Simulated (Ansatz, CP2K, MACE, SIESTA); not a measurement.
## Running glassy 75SiO2-25K2O (mol %) (120 atoms) with CP2K

How do the settings of CP2K change the result for glassy 75SiO2-25K2O (mol %) (120 atoms)? A plane-wave run serves as the yardstick.

Program: CP2K 2026.2. Level of theory: the method is named at each step. Values are calculated unless marked as measured.

## Step 1: Starting point

The cell holds 120 atoms: 30 Si, 20 K and 70 O. Its edges and angles: a = 19.901 Å, b = 9.950 Å, c = 9.950 Å, α = 90.0°, β = 90.0°, γ = 90.0°. 60 atoms (15 Si, 10 K, 35 O) placed at random at 2.39 g/cm³, melted at 4000 K for 10 ps at fixed volume with the Morse and Coulomb pair potential with partial charges (Pedone, Malavasi, Menziani, Cormack and Segre, J. Phys. Chem. B 110, 11780 (2006)). Quenched from 4000 K to 300 K at 50 K/ps and fixed volume, held 10 ps at zero pressure. The cell was repeated 2 x 1 x 1. Then every atom was moved at random, 0.03 Å r.m.s. a Cartesian component.

The yardstick, on the same geometry:

```
method                                           : Kohn-Sham DFT, PBE, PAW, plane waves (Ansatz 0.2.0); cutoff 420 eV, Γ point, fermi-dirac smearing of 0.05 eV; PAW set soft_2
r.m.s. force component                           : 1.822 eV/Å
longest force                                    : 8.15 eV/Å
gap (highest filled to lowest empty level) : 2.137 eV
SCF cycles                                       : 10
time                                             : 32 s on 4 threads of Arm Neoverse V1, shared host
CPU time                                         : 2 min
```

## Step 2: PBE, DZVP-MOLOPT-SR, 450/40 Ry, OT DIIS

Method: Kohn-Sham DFT, PBE, GTH-PBE pseudopotentials, Gaussian and plane waves, DZVP-MOLOPT-SR-GTH, orbital transformation.

input.inp reads:

```
&GLOBAL
  PROJECT cell
  RUN_TYPE ENERGY_FORCE
  PRINT_LEVEL LOW
&END GLOBAL
&FORCE_EVAL
  METHOD QS
  &DFT
    BASIS_SET_FILE_NAME BASIS_MOLOPT
    POTENTIAL_FILE_NAME GTH_POTENTIALS
    &MGRID
      CUTOFF 450
      REL_CUTOFF 40
    &END MGRID
    &QS
      EPS_DEFAULT 1.0E-10
    &END QS
    &SCF
      SCF_GUESS ATOMIC
      EPS_SCF 1.0E-06
      MAX_SCF 30
      &OT
        MINIMIZER DIIS
        PRECONDITIONER FULL_ALL
        ENERGY_GAP 0.001
      &END OT
      &OUTER_SCF
        EPS_SCF 1.0E-06
        MAX_SCF 8
      &END OUTER_SCF
      &PRINT
        &RESTART OFF
        &END RESTART
      &END PRINT
    &END SCF
    &XC
      &XC_FUNCTIONAL PBE
      &END XC_FUNCTIONAL
    &END XC
    &PRINT
      &MULLIKEN ON
      &END MULLIKEN
      &HIRSHFELD ON
        SHAPE_FUNCTION DENSITY
      &END HIRSHFELD
      &MO_CUBES
        NHOMO 1
        NLUMO 4
        WRITE_CUBE F
      &END MO_CUBES
    &END PRINT
  &END DFT
  &SUBSYS
    &CELL
      A 19.90054 0.00000 0.00000
      B 0.00000 9.95027 0.00000
      C 0.00000 0.00000 9.95027
    &END CELL
    &TOPOLOGY
      COORD_FILE_NAME structure.xyz
      COORD_FILE_FORMAT XYZ
    &END TOPOLOGY
    &KIND Si
      BASIS_SET DZVP-MOLOPT-SR-GTH-q4
      POTENTIAL GTH-PBE-q4
    &END KIND
    &KIND K
      BASIS_SET DZVP-MOLOPT-SR-GTH-q9
      POTENTIAL GTH-PBE-q9
    &END KIND
    &KIND O
      BASIS_SET DZVP-MOLOPT-SR-GTH-q6
      POTENTIAL GTH-PBE-q6
    &END KIND
  &END SUBSYS
  &PRINT
    &FORCES ON
    &END FORCES
  &END PRINT
&END FORCE_EVAL
```

structure.xyz reads:

```xyz
120

Si 8.66947 6.39792 6.26389
Si 0.23741 8.74280 7.45902
Si 3.21911 2.46369 3.93294
Si 2.34349 0.10816 5.94728
Si 2.08199 8.20201 3.50060
Si 8.06330 8.96718 9.83942
Si 5.21315 0.17264 7.44648
Si 6.82847 8.58440 5.17305
Si 4.09414 9.04818 0.21055
Si 7.14509 5.40160 1.89622
Si 1.89095 6.73942 9.42092
Si 5.00339 7.69325 2.87603
Si 2.05234 0.94538 1.51105
Si 9.75763 7.01106 1.69145
Si 6.81852 6.32340 8.90878
K 5.49772 4.62807 4.97951
K 7.52141 2.79692 9.13634
K 6.25952 1.30508 2.34130
K 0.23483 3.73653 3.47115
K 4.39145 3.72827 8.58619
K 7.31564 2.25015 5.59752
K 1.35423 3.02379 8.42748
K 2.26787 5.86986 5.81822
K 3.40339 4.95653 1.61364
K 8.96261 0.97413 2.56418
O 5.40857 5.98081 8.18032
O 3.36120 7.30628 3.04986
O 5.55862 8.33037 4.20419
O 7.77216 9.68659 4.47603
O 7.03385 3.97643 2.50936
O 2.41473 5.45534 8.77076
O 7.53633 0.45234 0.28557
O 5.82608 6.48608 2.42458
O 9.11843 8.40091 0.96577
O 9.71962 7.63176 6.32748
O 6.22469 9.35266 6.49404
O 8.62470 6.04121 2.13662
O 2.05294 9.47276 2.44369
O 2.29831 1.42179 4.98290
O 5.61474 1.61742 7.62609
O 8.97415 9.14818 8.47146
O 2.73274 2.08398 2.44777
O 4.94409 9.36569 8.81594
O 8.05912 6.20748 7.79862
O 9.23843 5.02946 5.66827
O 4.76618 8.89544 1.72289
O 4.69155 2.03533 4.11901
O 3.80459 0.13881 6.74549
O 0.67562 7.37176 3.00697
O 1.26130 7.73076 8.30599
O 7.12479 7.75673 9.60738
O 3.15244 7.72847 0.07114
O 1.01732 0.04985 6.92330
O 7.43982 7.15016 5.44956
O 3.16836 0.39960 0.41542
O 2.22508 8.81962 4.89663
[... 60 atom lines left out ...]
O 16.91685 5.30917 0.16697
O 12.92719 4.00289 4.16827
O 10.79564 1.62150 1.00617
O 10.86231 6.45852 0.66587
```

Started as:

```
OMP_NUM_THREADS=1 mpirun -np 4 cp2k.psmp -i input.inp > output.txt
```

Standard output:

```text
CP2K| version string:                                       CP2K version 2026.2
 CP2K| Input file name                                                 input.inp
 GLOBAL| Basis set file name                                        BASIS_MOLOPT
 GLOBAL| Potential file name                                      GTH_POTENTIALS
 GLOBAL| Run type                                                   ENERGY_FORCE
 GLOBAL| Total number of message passing processes                             4
 GLOBAL| Number of threads for this process                                    1
 TOTAL NUMBERS AND MAXIMUM NUMBERS
  Total number of            - Atomic kinds:                                   3
                             - Atoms:                                        120
                             - Shell sets:                                   120
                             - Shells:                                       620
                             - Primitive Cartesian functions:                590
                             - Cartesian basis functions:                   1700
                             - Spherical basis functions:                   1580
  Maximum angular momentum of- Orbital basis functions:                        2
                             - Local part of the GTH pseudopotential:          2
                             - Non-local part of the GTH pseudopotential:      3
 SCF PARAMETERS         Density guess:                                    ATOMIC
                        max_scf:                                              30
                        eps_scf:                                        1.00E-06
                        Outer loop SCF in use
                        eps_scf                                         1.00E-06
                        max_scf                                                8
 Extrapolation method: initial_guess
 Number of electrons:                                                        720
[... lines left out ...]
  Step     Update method      Time    Convergence         Total energy    Change
[... lines left out ...]
  Exchange-correlation energy:                               -376.840623
  Total energy:                                             -1810.864665
  outer SCF iter =    1 RMS gradient =   0.19E-03 energy =      -1810.8646652074
  ----------------------------------- OT ---------------------------------------
  Minimizer      : DIIS                : direct inversion
                                         in the iterative subspace
                                         using   7 DIIS vectors
                                         safer DIIS on
  Preconditioner : FULL_ALL            : diagonalization, state selective
  Precond_solver : DEFAULT
  stepsize       :    0.15000000                  energy_gap     :    0.00100000
  eps_taylor     :   0.10000E-15                  max_taylor     :             4
  ----------------------------------- OT ---------------------------------------
  Step     Update method      Time    Convergence         Total energy    Change
[...]
6 OT DIIS     0.15E+00    3.6     0.00000168     -1810.8815060248 -3.42E-07
     7 OT DIIS     0.15E+00    3.6     0.00000062     -1810.8815061010 -7.62E-08
  *** SCF run converged in     7 steps ***
  Electronic density on regular grids:       -719.9999999974        0.0000000026
  Core density on regular grids:              719.9999999572       -0.0000000428
  Total charge density on r-space grids:       -0.0000000401
  Total charge density g-space grids:          -0.0000000401
  Overlap energy of the core charge distribution:               2.67319e-06
  Self energy of the core charge distribution:              -4357.058175
  Core Hamiltonian energy:                                   1184.580259
  Hartree energy:                                            1738.430949
  Exchange-correlation energy:                               -376.834542
  Total energy:                                             -1810.881506
  outer SCF iter =    2 RMS gradient =   0.62E-06 energy =      -1810.8815061010
  outer SCF loop converged in   2 iterations or   37 steps
 !-----------------------------------------------------------------------------!
                     Mulliken Population Analysis
 #  Atom  Element  Kind  Atomic population                           Net charge
       1     Si       1          3.254366                              0.745634
       2     Si       1          3.167361                              0.832639
       3     Si       1          3.419305                              0.580695
[...]
119     O        3          6.640442                             -0.640442
     120     O        3          6.440654                             -0.440654
 # Total charge                            720.000000                  0.000000
 !-----------------------------------------------------------------------------!
 !-----------------------------------------------------------------------------!
                           Hirshfeld Charges
  #Atom  Element  Kind  Ref Charge     Population                    Net charge
      1       Si     1       4.000          3.537                         0.463
      2       Si     1       4.000          3.475                         0.525
      3       Si     1       4.000          3.629                         0.371
[...]
119       O      3       6.000          6.469                        -0.469
    120       O      3       6.000          6.261                        -0.261
  Total Charge                                                           -0.000
 !-----------------------------------------------------------------------------!
  Eigenvalues of the occupied subspace spin            1
      -1.05050603     -1.03154822     -1.02527681     -1.01816858
      -1.01676876     -1.01612151     -1.01591059     -1.01235730
      -1.01110360     -1.00787233     -1.00743660     -1.00642622
[...]
0.10829874      0.10935886      0.11524504      0.11734490
 Fermi Energy [eV] :    3.193117
  Using OT eigensolver for additional unoccupied orbitals spin            1
  Lowest Eigenvalues of the unoccupied subspace spin            1
 OT| Eigensolver reached convergence in 243 iterations
       0.19360360      0.20815113      0.22210479      0.24481512
 HOMO - LUMO gap [eV] :    2.075105
 ENERGY| Total FORCE_EVAL ( QS ) energy [hartree]          -1810.881506
 FORCES| Atomic forces [hartree/bohr]
 FORCES|   Atom     x               y               z               |f|
 FORCES|      1 -2.14995375E-02 -1.10250528E-02  1.53755130E-02   2.86389299E-02
 FORCES|      2 -2.36358005E-02 -8.88572467E-02  3.82459005E-02   9.95841868E-02
 FORCES|      3  2.36474155E-02 -5.54257899E-02  3.19687801E-02   6.82145245E-02
[...]
FORCES|    119 -6.39240774E-02  3.20576414E-02 -4.14036697E-02   8.26331889E-02
 FORCES|    120 -3.69430620E-02 -3.48792143E-02  5.58374582E-02   7.54928550E-02
 FORCES| Sum    -8.76765776E-03 -2.65176611E-04  3.63950174E-03
 FORCES| Total atomic force                                       9.49674229E-03
```

It took 2.6 min on 4 MPI ranks of Arm Neoverse V1, shared host; peak memory 3.1 GiB; 10 min of CPU time.

Banners and routine set-up lines are dropped from the logs; longer cuts are marked.

Numbers from this run, and their distance from the reference:

```
r.m.s. force component                           : 1.828 eV/Å
r.m.s. difference of force components            : 120.8 meV/Å
longest difference of force vectors              : 380.1 meV/Å
force difference over r.m.s. force               : 6.633 %
slope of forces against the reference's          : 1.001
correlation of force components                  : 0.9978
gap (highest filled to lowest empty level) : 2.075 eV
gap difference                                   : -0.0622 eV
```

Length of the force difference by element (eV/Å):

| element | atoms | mean | most |
| --- | --- | --- | --- |
| K | 20 | 0.058 | 0.12 |
| O | 70 | 0.20 | 0.37 |
| Si | 30 | 0.24 | 0.38 |

The surroundings of O114, picked at random, nearest first, numbered as they follow in the input and with coordinates relative to it.

| atom | x | y | z | distance (Å) | Hirshfeld charge (e) | Fx | Fy | Fz (eV/Å) |
| --- | --- | --- | --- | --- | --- | --- | --- | --- |
| O114 | 0.00 | 0.00 | 0.00 | 0.00 | -0.28 | -0.05 | -3.05 | -0.02 |
| Si68 | -0.70 | 1.39 | -0.26 | 1.58 | 0.47 | 6.40 | 5.38 | 0.64 |
| Si61 | 1.20 | -0.79 | 0.83 | 1.66 | 0.47 | -0.48 | 0.43 | 1.14 |
| O95 | 2.24 | 0.48 | 0.95 | 2.48 | -0.29 | 1.31 | 0.82 | -0.52 |
| O88 | -1.88 | 1.21 | -1.23 | 2.55 | -0.24 | -3.47 | -0.19 | -0.84 |
| O104 | 0.67 | -0.93 | 2.43 | 2.69 | -0.30 | 1.00 | -1.44 | -0.87 |
| O96 | -1.12 | 2.21 | 1.07 | 2.70 | -0.27 | -1.37 | -0.17 | 1.53 |
| O89 | 0.36 | 2.51 | -0.99 | 2.72 | -0.51 | -1.49 | -0.87 | 0.52 |
| O105 | 1.80 | -2.15 | 0.23 | 2.82 | -0.46 | -0.15 | 0.27 | 0.09 |

Forces lie 6.6 % from the reference's, at 5.0 times its CPU time.

[end of part 1 of 2]

[Long decimals in the printed logs are rounded to 6 places.]

[Also dropped from logs without a mark: lines with file paths, logging warnings of Python, QE's lines on negative density and diagonalisation, SIESTA's first energy breakdown, zero terms and Voronoi charges.]

[Logs are printed without paths, hosts, clocks, repeated set-up lines and the standing remarks that a program may print on its own settings, such as how far it seeks lower states.]

[Hosts, paths, dates, database ids (printed as entryN), source tags and the programs' standing remarks are cut or masked in the printed files.]

[Most failed runs of this program on this cell are left out, timed-out ones always.]
